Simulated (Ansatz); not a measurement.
# Resistivity from frozen vibrations: Pt(111) with 4 thermally displaced layers, 2x2

Wanted: the phonon-limited resistivity of Pt at 800 K by the Landauer route.

Calculated with Ansatz 0.2.0; Ansatz plane-wave DFT, PBE, PAW files; ballistic transport by layer matching (Landauer), zero bias; PAW set soft_1.

Report form: the programs' logs are mostly left out.

## (1) Starting point

The cell holds 40 atoms: 40 Pt. Cell: a = 5.546 Å, b = 5.546 Å, c = 22.699 Å, α = 93.5°, β = 86.5°, γ = 120.0°. It derives from Pt. Regions: lead, 24 atoms (24 Pt); scattering region, 16 atoms (16 Pt). The structure is stacked along c, and the current runs across the ab planes.

## (2) With 4 displaced layers

Each atom of 4 layers is moved at random, by amounts drawn from a normal law 0.1019 Å wide in each direction from the Debye model (240 K) at 800 K. The layers about the cell's end stay perfect and serve as the lead. Disorder leaves little or no symmetry, which makes such runs dear. Energies from -0.05 to 0.05 eV in steps of 0.05 eV are too few for the program's thermal sum, so it prints no conductance; for a metal the transmission near the Fermi level serves, at a fraction of the cost.

File input.yaml:

```yaml
crystal:
  lattice:
    - [5.5462627489, 0.0, 0.0]
    - [-2.7731313745, 4.8032044366, 0.0]
    - [1.3865656872, -0.8005340728, 22.6425228571]
  atoms:
    - { symbol: Pt, position: [0.9916666667, 0.0083333333, 0.05] }
    - { symbol: Pt, position: [0.9916666667, 0.5083333333, 0.05] }
    - { symbol: Pt, position: [0.4916666667, 0.0083333333, 0.05] }
    - { symbol: Pt, position: [0.4916666667, 0.5083333333, 0.05] }
    - { symbol: Pt, position: [0.1416666667, 0.3583333333, 0.15] }
    - { symbol: Pt, position: [0.1416666667, 0.8583333333, 0.15] }
    - { symbol: Pt, position: [0.6416666667, 0.3583333333, 0.15] }
    - { symbol: Pt, position: [0.6416666667, 0.8583333333, 0.15] }
[... 28 atom lines left out ...]
    - { symbol: Pt, position: [0.8416666667, 0.1583333333, 0.95] }
    - { symbol: Pt, position: [0.8416666667, 0.6583333333, 0.95] }
    - { symbol: Pt, position: [0.3416666667, 0.1583333333, 0.95] }
    - { symbol: Pt, position: [0.3416666667, 0.6583333333, 0.95] }
kpoints:
  mp_grid: { grid: [5, 5, 1] }
hamiltonian:
  xc: pbe
  pseudopotentials: { kind: paw, azcp: { folder: soft_1 } }
scf:
  occupations: { method: fermi_dirac, width: 0.1 }
output:
  transmission:
    leads: [[0, 4]]
    kmesh: [10, 10]
    e_range: [-0.05, 0.05]
    de: 0.05
  write_potential: true
  write_density: true
  volumetric_format: npy
  elf: true
```

On the command line:

```sh
$ ansatz run input.yaml --threads 4 --pin off --max-ram 15360MiB --backend cpu --events-out ev --progress --plain --runs-dir out
```

Wall time 8.7 min (4 threads of Arm Neoverse V1, shared host); peak memory 5.6 GiB.

This step gave:

```
free energy                                    : -500986.0239 eV
energy at zero smearing                        : -500984.9176 eV
Fermi energy                                   : 23.44 eV
cell area                                      : 26.64 Å²
transmission per spin nearest the Fermi level  : 4.573
open channels per spin nearest the Fermi level : 6.89
step of the lead's potential                   : 14.7 meV
```

Per spin. Transmission, zone mean against energy, zero at the Fermi level:

```csv
energy (eV),"transmission, zone mean"
-0.0500,4.74
0.0000,4.57
0.0500,4.37
```

Per spin. Open channels, zone mean, lead against energy, zero at the Fermi level:

```csv
energy (eV),"open channels, zone mean, lead"
-0.0500,7.16
0.0000,6.89
0.0500,6.21
```

Transmission over k1 and k2. At 0.0000 eV from the Fermi level.

Ten even steps from '0' (2.04) to '9' (6.45):
```
9965689202
2696684211
3668175432
9660550549
8987505789
9945055066
3234571866
2112486696
9202986569
8922888229
```
Columns: k1 (b1) from -0.5 to 0.4; rows upwards: k2 (b2) from -0.5 to 0.4.

Open channels over k1 and k2. At 0.0000 eV from the Fermi level.

Values, 10 rows by 10 columns:
```
10.0  8.0  6.0  6.0  6.0  8.0 10.0  4.0  3.0  4.0
 6.0  6.0  8.0  7.0  7.0  8.0  6.0  6.0  3.0  3.0
 6.0  6.0  7.0  9.0  4.0  9.0  7.0  6.0  6.0  4.0
10.0  6.0  7.0  4.0  9.0  9.0  4.0  7.0  6.0 10.0
10.0  8.0  8.0  9.0  9.0  5.0  9.0  9.0  8.0  8.0
10.0 10.0  6.0  7.0  4.0  9.0  9.0  4.0  7.0  6.0
 6.0  4.0  6.0  6.0  7.0  9.0  4.0  9.0  7.0  6.0
 6.0  3.0  3.0  6.0  6.0  8.0  7.0  7.0  8.0  6.0
10.0  4.0  3.0  4.0 10.0  8.0  6.0  6.0  6.0  8.0
10.0 10.0  6.0  6.0 10.0 10.0 10.0  6.0  6.0 10.0
```
Columns: k1 (b1) from -0.5 to 0.4; rows upwards: k2 (b2) from -0.5 to 0.4.

Valence density in the ca plane at fractional y = 0.617, with atoms of Pt within 0.2 Å of it. It is the smooth field of the valence electrons, not physical close to the nuclei.

Values in units of 1e0 e/Å³, 8 rows by 16 columns, each cell a mean:
```
0.4 0.3 0.9 0.7 6.2 2.3 0.3 0.3 0.2 0.3 1.5 9.0 1.7 0.3 0.2 0.3
0.4 0.8 5.0 1.0 0.8 0.4 0.3 0.5 0.4 0.7 0.5 2.8 0.7 0.4 0.3 0.2
0.4 0.6 3.8 0.9 0.8 0.5 0.5 0.8 1.1 2.6 0.4 0.3 0.2 1.3 0.8 0.6
0.4 0.2 0.5 0.4 4.9 3.1 0.4 0.4 0.6 1.3 0.9 2.6 0.4 1.1 0.8 0.6
0.4 0.3 0.9 0.4 4.3 3.0 0.3 0.2 0.2 0.3 2.4 8.7 1.0 0.3 0.2 0.3
0.4 0.8 5.0 1.0 0.6 0.5 0.3 0.3 0.5 0.6 1.0 3.9 0.5 0.4 0.3 0.2
0.4 0.6 3.8 1.0 1.0 0.4 0.5 0.6 1.1 1.6 0.3 0.5 0.3 1.3 0.8 0.6
0.4 0.2 0.5 0.7 6.7 2.3 0.4 0.4 0.5 0.7 0.8 3.9 0.7 1.1 0.8 0.6
```
Columns run along c (16.0 Å, from fractional 0.15 to 0.85 of the cell), rows up along a (5.5 Å). Atoms in or near the plane, at fractional coordinates: Pt at (0.34, 0.97), Pt at (0.65, 0.93), Pt at (0.64, 0.40).

Electrostatic potential energy in the ca plane at fractional y = 0.617, with atoms of Pt within 0.2 Å of it. With pseudopotentials it is smooth inside the atoms' cores, unlike the true potential.

Values in eV, 8 rows by 16 columns, each cell a mean:
```
 22  23  12  16 -32  -4  24  24  25  24   5 -42   3  23  24  24
 22  14 -31  10  13  20  22  19  21  15  19 -11  16  22  24  24
 22  18 -23  12  13  19  19  13   8 -13  22  22  24   3  12  18
 21  25  19  21 -26 -11  22  21  18   4  12  -9  21   7  13  17
 22  23  12  21 -21 -11  23  24  25  23  -4 -42  11  23  24  24
 22  14 -31  11  17  19  22  23  20  17  12 -20  18  22  24  24
 22  18 -23  11  10  21  18  17   8  -1  23  19  24   3  12  18
 21  25  19  15 -35  -3  22  21  19  14  14 -20  15   7  13  17
```
Columns run along c (16.0 Å, from fractional 0.15 to 0.85 of the cell; values clipped at the 3rd and 97th percentile), rows up along a (5.5 Å). Atoms in or near the plane, at fractional coordinates: Pt at (0.34, 0.97), Pt at (0.65, 0.93), Pt at (0.64, 0.40).

ELF in the ca plane at fractional y = 0.617, with atoms of Pt within 0.2 Å of it. It is the smooth field of the valence electrons, not physical close to the nuclei.

Values, 8 rows by 16 columns, each cell a mean:
```
0.26 0.22 0.31 0.29 0.53 0.39 0.23 0.21 0.17 0.24 0.34 0.58 0.35 0.25 0.20 0.21
0.25 0.31 0.54 0.33 0.31 0.24 0.24 0.26 0.25 0.29 0.27 0.44 0.28 0.25 0.20 0.20
0.26 0.28 0.51 0.32 0.30 0.27 0.27 0.31 0.34 0.47 0.25 0.25 0.21 0.38 0.31 0.28
0.25 0.19 0.27 0.26 0.51 0.44 0.26 0.26 0.27 0.37 0.33 0.43 0.25 0.35 0.31 0.28
0.26 0.22 0.31 0.25 0.48 0.44 0.25 0.21 0.18 0.24 0.39 0.58 0.31 0.25 0.20 0.21
0.25 0.30 0.54 0.33 0.28 0.26 0.24 0.23 0.25 0.27 0.32 0.49 0.26 0.25 0.20 0.20
0.26 0.28 0.50 0.33 0.32 0.24 0.27 0.27 0.34 0.41 0.24 0.29 0.23 0.38 0.31 0.27
0.25 0.19 0.27 0.30 0.55 0.39 0.26 0.25 0.26 0.30 0.31 0.49 0.30 0.35 0.31 0.28
```
Columns run along c (16.0 Å, from fractional 0.15 to 0.85 of the cell), rows up along a (5.5 Å). Atoms in or near the plane, at fractional coordinates: Pt at (0.34, 0.97), Pt at (0.65, 0.93), Pt at (0.64, 0.40).

Over the solved energies the transmission per spin lies between 4.37 and 4.74, out of 6.75 channels of the lead on average (up to 7.16).

## (3) With 8 displaced layers

Each atom of 8 layers is moved at random, by amounts drawn from a normal law 0.1019 Å wide in each direction from the Debye model (240 K) at 800 K. A fresh draw is used; the growth of the resistance with length is what counts.

System of this step: Pt(111) with 8 thermally displaced layers, 2x2. The cell holds 56 atoms: 56 Pt. Its edges and angles: a = 5.546 Å, b = 5.546 Å, c = 31.740 Å, α = 87.5°, β = 92.5°, γ = 120.0°. It derives from Pt. Regions: lead, 24 atoms (24 Pt); scattering region, 32 atoms (32 Pt). The structure is stacked along c, and the current runs across the ab planes.

File input.yaml:

```yaml
crystal:
  lattice:
    - [5.5462627489, 0.0, 0.0]
    - [-2.7731313745, 4.8032044366, 0.0]
    - [-1.3865656872, 0.8005340728, 31.6995319999]
  atoms:
    - { symbol: Pt, position: [0.005952381, 0.994047619, 0.0357142857] }
    - { symbol: Pt, position: [0.005952381, 0.494047619, 0.0357142857] }
    - { symbol: Pt, position: [0.505952381, 0.994047619, 0.0357142857] }
    - { symbol: Pt, position: [0.505952381, 0.494047619, 0.0357142857] }
    - { symbol: Pt, position: [0.1845238095, 0.3154761905, 0.1071428571] }
    - { symbol: Pt, position: [0.1845238095, 0.8154761905, 0.1071428571] }
    - { symbol: Pt, position: [0.6845238095, 0.3154761905, 0.1071428571] }
    - { symbol: Pt, position: [0.6845238095, 0.8154761905, 0.1071428571] }
[... 44 atom lines left out ...]
    - { symbol: Pt, position: [0.3273809524, 0.1726190476, 0.9642857143] }
    - { symbol: Pt, position: [0.3273809524, 0.6726190476, 0.9642857143] }
    - { symbol: Pt, position: [0.8273809524, 0.1726190476, 0.9642857143] }
    - { symbol: Pt, position: [0.8273809524, 0.6726190476, 0.9642857143] }
kpoints:
  mp_grid: { grid: [5, 5, 1] }
hamiltonian:
  xc: pbe
  pseudopotentials: { kind: paw, azcp: { folder: soft_1 } }
scf:
  occupations: { method: fermi_dirac, width: 0.1 }
output:
  transmission:
    leads: [[0, 4]]
    kmesh: [10, 10]
    e_range: [-0.05, 0.05]
    de: 0.05
  write_potential: true
  write_density: true
  volumetric_format: npy
```

It took 15 min on 4 threads; peak memory 9.6 GiB.

This step gave:

- free energy: -701378.0104 eV
- energy at zero smearing: -701376.4605 eV
- Fermi energy: 23.45 eV
- transmission per spin nearest the Fermi level: 3.520
- step of the lead's potential: 7.9 meV

Per spin. Table of transmission, zone mean by energy, zero at the Fermi level:

```
energy (eV)  transmission, zone mean
    -0.0500                     3.66
     0.0000                     3.52
     0.0500                     3.39
```

Over the solved energies the transmission per spin lies between 3.39 and 3.66, out of 6.75 channels of the lead on average (up to 7.16).

## (4) With 12 displaced layers

Each atom of 12 layers is moved at random, by amounts drawn from a normal law 0.1019 Å wide in each direction from the Debye model (240 K) at 800 K. A fresh draw is used; the growth of the resistance with length is what counts.

System of this step: Pt(111) with 12 thermally displaced layers, 2x2. The cell holds 72 atoms: 72 Pt. Cell: a = 5.546 Å, b = 5.546 Å, c = 40.757 Å, α = 90.0°, β = 90.0°, γ = 120.0°. It derives from Pt. Regions: lead, 24 atoms (24 Pt); scattering region, 48 atoms (48 Pt). The structure is stacked along c, and the current runs across the ab planes.

File input.yaml:

```yaml
crystal:
  lattice:
    - [5.5462627489, 0.0, 0.0]
    - [-2.7731313745, 4.8032044366, 0.0]
    - [0.0, 0.0, 40.7565411427]
  atoms:
    - { symbol: Pt, position: [0.0, 0.0, 0.0277777778] }
    - { symbol: Pt, position: [0.0, 0.5, 0.0277777778] }
    - { symbol: Pt, position: [0.5, 0.0, 0.0277777778] }
    - { symbol: Pt, position: [0.5, 0.5, 0.0277777778] }
    - { symbol: Pt, position: [0.1666666667, 0.3333333333, 0.0833333333] }
    - { symbol: Pt, position: [0.1666666667, 0.8333333333, 0.0833333333] }
    - { symbol: Pt, position: [0.6666666667, 0.3333333333, 0.0833333333] }
    - { symbol: Pt, position: [0.6666666667, 0.8333333333, 0.0833333333] }
[... 60 atom lines left out ...]
    - { symbol: Pt, position: [0.3333333333, 0.1666666667, 0.9722222222] }
    - { symbol: Pt, position: [0.3333333333, 0.6666666667, 0.9722222222] }
    - { symbol: Pt, position: [0.8333333333, 0.1666666667, 0.9722222222] }
    - { symbol: Pt, position: [0.8333333333, 0.6666666667, 0.9722222222] }
kpoints:
  mp_grid: { grid: [5, 5, 1] }
hamiltonian:
  xc: pbe
  pseudopotentials: { kind: paw, azcp: { folder: soft_1 } }
scf:
  occupations: { method: fermi_dirac, width: 0.1 }
output:
  transmission:
    leads: [[0, 4]]
    kmesh: [10, 10]
    e_range: [-0.05, 0.05]
    de: 0.05
  write_potential: true
  write_density: true
  volumetric_format: npy
```

Elapsed: 27 min, on 4 threads; peak memory 8.5 GiB; 1.7 h of CPU time.

This step gave:

```
free energy                                   : -901768.8688 eV
energy at zero smearing                       : -901766.8979 eV
Fermi energy                                  : 23.46 eV
transmission per spin nearest the Fermi level : 2.520
step of the lead's potential                  : 20.2 meV
```

Per spin. Transmission, zone mean against energy, zero at the Fermi level:

```
energy (eV)  transmission, zone mean
    -0.0500                     2.62
     0.0000                     2.52
     0.0500                     2.48
```

Over the solved energies the transmission per spin lies between 2.48 and 2.62, out of 6.71 channels of the lead on average (up to 7.04).

## (5) Resistance against length

This step: Ansatz plane-wave DFT, PBE, PAW files; ballistic transport by layer matching (Landauer), zero bias; resistivity from the slope of the area resistance; PAW set soft_1 (Ansatz 0.2.0).

Numbers from this step:

* resistivity: 33.00 µΩ cm
* intercept: -0.07981 fΩ m²
* scatter about the fit: 0.03631 fΩ m²

Resistance, by row:

| run | length (Å) | T | channels N | RA (fΩ m²) |
| --- | --- | --- | --- | --- |
| n4 | 9.057 | 4.561 | 6.753 | 0.2447 |
| n8 | 18.11 | 3.524 | 6.753 | 0.4666 |
| n12 | 27.17 | 2.538 | 6.713 | 0.8425 |

The area resistance by length of the displaced region:

```
length of the displaced region (Å)  area resistance (fΩ m²)
                              9.06                    0.245
                             18.11                    0.467
                             27.17                    0.842
```

The area resistance goes from 0.24 to 0.84 fΩ m² between 9.1 and 27.2 Å, a slope of 33 µΩ cm.

By hand from the end points: (0.8425 − 0.2447) fΩ m² / (27.17 − 9.06) Å = 33 µΩ cm, since 1 fΩ m² per Å is 1000 µΩ cm.

## (6) Outcome

```
resistivity from the slope  : 33.0 µΩ cm
area resistance over 9.06 Å : 0.245 fΩ m²
area resistance over 18.1 Å : 0.467 fΩ m²
area resistance over 27.2 Å : 0.842 fΩ m²
```

The slope gives 33 µΩ cm. The points scatter by 0.036 fΩ m² about the line, with one random draw a length in a 2x2 cell, so the slope is a rough value. The mean square of the displacements drawn is 0.78, 0.91 and 1.0 of the nominal one at the three lengths; with each resistance scaled back by that, the slope is 28 µΩ cm, the value used below. Read with a model of isotropic scattering on a spherical Fermi surface and the lead's 2.0×10¹⁵ S/m², this slope means a mean free path near 14 Å; over these lengths the model's slope is within 3 % of its bulk resistivity. Uncorrelated displacements put too much weight on short waves, which scatter strongly; with the sideways repeat of a small cell, one draw and three short lengths, the method is good to a factor of two or three. Spin-orbit coupling is left out, which matters for Pt.

[Logs are printed without paths, hosts, clocks, repeated set-up lines and the standing remarks that a program may print on its own settings, such as how far it seeks lower states.]

[Hosts, paths, dates, database ids (printed as entryN), source tags and the programs' standing remarks are cut or masked in the printed files.]
